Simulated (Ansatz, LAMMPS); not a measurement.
# Glassy 81SiO2-7Na2O-7CaO-4ZnO (mol %) (78 atoms): atom by atom

The starting structure: 78 atoms (22 Si, 4 Na, 2 Ca, 1 Zn, 49 O) placed at random at 2.4 g/cm³, melted at 4000 K for 10 ps at fixed volume with the Morse and Coulomb pair potential with partial charges (Pedone, Malavasi, Menziani, Cormack and Segre, J. Phys. Chem. B 110, 11780 (2006)). Quenched from 4000 K to 300 K at 300 K/ps and fixed volume, held 10 ps at zero pressure.

Calculated values (Ansatz 0.2.0, Kohn-Sham DFT, PBE, PAW (set soft_2), plane waves; cutoff 420 eV, Γ point, fermi-dirac smearing of 0.078 eV; density 2.62 g/cm³) for the frame at 150 fs of a trajectory (instantaneous temperature 756 K).

Cell vectors (Å):

```
10.125 0.000 0.000
0.000 10.125 0.000
0.000 0.000 10.125
```

Positions (Å):

```
1 Si 2.520 2.448 3.890
2 Si 5.367 2.982 3.598
3 Si 0.243 7.939 1.253
4 Si 5.489 8.465 8.082
5 Si 3.924 4.118 9.996
6 Si 9.133 0.588 4.917
7 Si 0.515 3.689 7.689
8 Si 3.898 0.733 6.431
9 Si 5.794 8.104 0.879
10 Si 5.294 9.882 3.913
11 Si 2.322 1.530 1.060
12 Si 9.671 0.342 9.689
13 Si 8.831 5.659 4.470
14 Si 1.070 1.033 7.048
15 Si 8.018 3.180 6.171
16 Si 3.355 6.132 7.629
17 Si 5.168 3.755 6.406
18 Si 7.572 8.250 5.453
19 Si 9.349 5.380 9.866
20 Si 3.262 8.906 1.784
21 Si 1.545 5.065 5.197
22 Si 7.149 5.072 1.830
23 Na 6.654 5.759 8.397
24 Na 2.853 8.191 4.902
25 Na 4.135 5.534 2.850
26 Na 1.637 4.720 1.984
27 Ca 0.153 7.783 7.857
28 Ca 6.252 1.788 9.334
29 Zn 7.955 9.830 2.169
30 O 8.062 1.519 5.867
31 O 6.142 3.853 2.359
32 O 9.989 0.347 8.002
33 O 1.950 1.676 2.588
34 O 3.827 9.472 3.234
35 O 5.523 3.794 9.703
36 O 6.688 3.489 7.062
37 O 4.519 2.291 7.020
38 O 0.320 5.971 4.528
39 O 5.767 1.380 3.762
40 O 0.351 1.118 5.487
41 O 1.583 3.589 4.548
42 O 5.773 3.819 4.886
43 O 8.873 6.362 8.648
44 O 8.908 9.196 5.735
45 O 0.341 4.192 9.326
46 O 6.596 8.624 4.104
47 O 3.829 3.237 3.290
48 O 8.143 0.832 9.990
49 O 8.087 6.749 5.306
50 O 2.115 6.889 7.158
51 O 6.392 8.204 9.508
52 O 1.765 8.170 1.837
53 O 2.883 5.791 4.822
54 O 6.668 8.087 6.908
55 O 2.860 1.579 5.173
56 O 3.184 0.146 0.772
57 O 4.863 10.039 5.509
58 O 4.416 7.290 8.084
59 O 3.490 5.014 1.047
60 O 8.833 0.785 3.321
61 O 4.177 7.826 0.948
62 O 8.116 4.733 0.497
63 O 0.240 6.412 0.634
64 O 0.932 4.853 6.652
65 O 6.053 9.538 1.783
66 O 0.929 1.385 0.098
67 O 4.539 5.131 6.808
68 O 9.131 8.284 2.199
69 O 2.449 0.123 7.153
70 O 9.113 3.299 7.285
71 O 8.429 4.222 5.112
72 O 3.141 4.830 8.547
73 O 1.482 2.443 7.620
74 O 4.954 9.976 7.941
75 O 10.036 8.852 10.018
76 O 6.363 6.495 1.460
77 O 8.468 5.623 2.918
78 O 3.067 2.643 0.116
```

Q: Give the force on every atom.

Columns: atom, fx, fy, fz (forces in eV/Å).

```
1 -0.131 0.145 2.080
2 2.267 -0.858 -1.778
3 -1.854 -0.174 0.078
4 1.860 0.867 -1.086
5 -0.600 -0.640 -2.409
6 -4.060 0.410 -0.308
7 -1.849 2.437 2.565
8 -1.351 3.596 3.181
9 1.270 -1.573 1.887
10 2.560 0.249 -0.094
11 -0.995 -0.537 -5.928
12 2.094 2.091 -0.186
13 1.787 -1.480 -1.017
14 -1.130 -1.634 -0.990
15 -0.681 -3.827 1.381
16 2.677 -2.475 0.447
17 0.514 -2.315 2.158
18 -2.257 0.616 1.632
19 3.027 1.548 -2.721
20 -1.520 1.350 -3.079
21 -0.061 1.704 -0.927
22 2.004 2.018 0.180
23 0.046 -0.324 0.040
24 -0.497 -0.721 0.719
25 0.626 0.763 1.134
26 -0.924 0.295 -0.312
27 0.204 -0.040 -0.265
28 -0.443 -0.067 -0.929
29 -0.036 -0.792 -0.845
30 -0.775 1.143 -1.369
31 0.907 0.242 0.457
32 0.670 -0.410 0.366
33 -0.733 0.492 1.415
34 -0.083 -1.248 0.263
35 -1.481 0.304 0.050
36 -0.408 0.740 0.650
37 -0.459 -0.546 -1.409
38 -0.677 -0.236 -0.530
39 -0.496 0.029 -1.266
40 3.850 0.053 2.133
41 -0.903 -0.994 -1.973
42 -0.730 0.088 -0.219
43 -0.130 -1.056 0.411
44 -0.760 -0.051 -1.539
45 -1.007 0.740 -0.845
46 -1.069 1.797 1.205
47 -0.640 -0.226 -0.459
48 1.716 -0.777 0.453
49 -0.905 0.924 0.855
50 -2.061 2.456 -0.654
51 -0.739 0.448 -0.658
52 1.319 0.759 0.878
53 0.866 0.822 -0.918
54 0.089 0.577 -0.724
55 1.840 -1.648 0.418
56 0.034 -1.267 1.931
57 0.559 -2.307 -2.060
58 0.394 -0.053 0.487
59 -0.282 0.986 0.611
60 1.066 0.378 2.666
61 0.065 0.695 1.047
62 -1.824 -1.118 1.888
63 0.081 -0.968 0.653
64 -0.321 -1.023 1.539
65 -0.047 -1.574 -0.635
66 -2.149 -2.021 0.869
67 0.610 1.211 -1.248
68 0.548 -0.049 0.219
69 0.608 -0.066 -0.986
70 2.185 -0.088 2.276
71 0.511 1.453 -2.428
72 -0.334 -0.991 3.438
73 0.855 0.286 0.029
74 -0.331 0.715 0.154
75 0.592 1.164 -0.850
76 -0.568 1.000 0.096
77 -2.831 -1.580 -2.210
78 0.833 0.163 0.914
```

The quench rate of 300 K/ps is many orders above laboratory rates, so the cell is likely richer in defects and strain than a real sample. The network of bonds at the start is that of the classical potential that made the cell, and needn't be the one that DFT or experiment would give. Only the Γ point is sampled, in a cell whose shortest periodic width is 10 Å.

The r.m.s. force component is 1.40 eV/Å; the longest force, 6.04 eV/Å, acts on Si11. The energy lies 18.4 meV/atom above that of the first step of this run.

[Logs are printed without paths, hosts, clocks, repeated set-up lines and the standing remarks that a program may print on its own settings, such as how far it seeks lower states.]

[Hosts, paths, dates, database ids (printed as entryN), source tags and the programs' standing remarks are cut or masked in the printed files.]
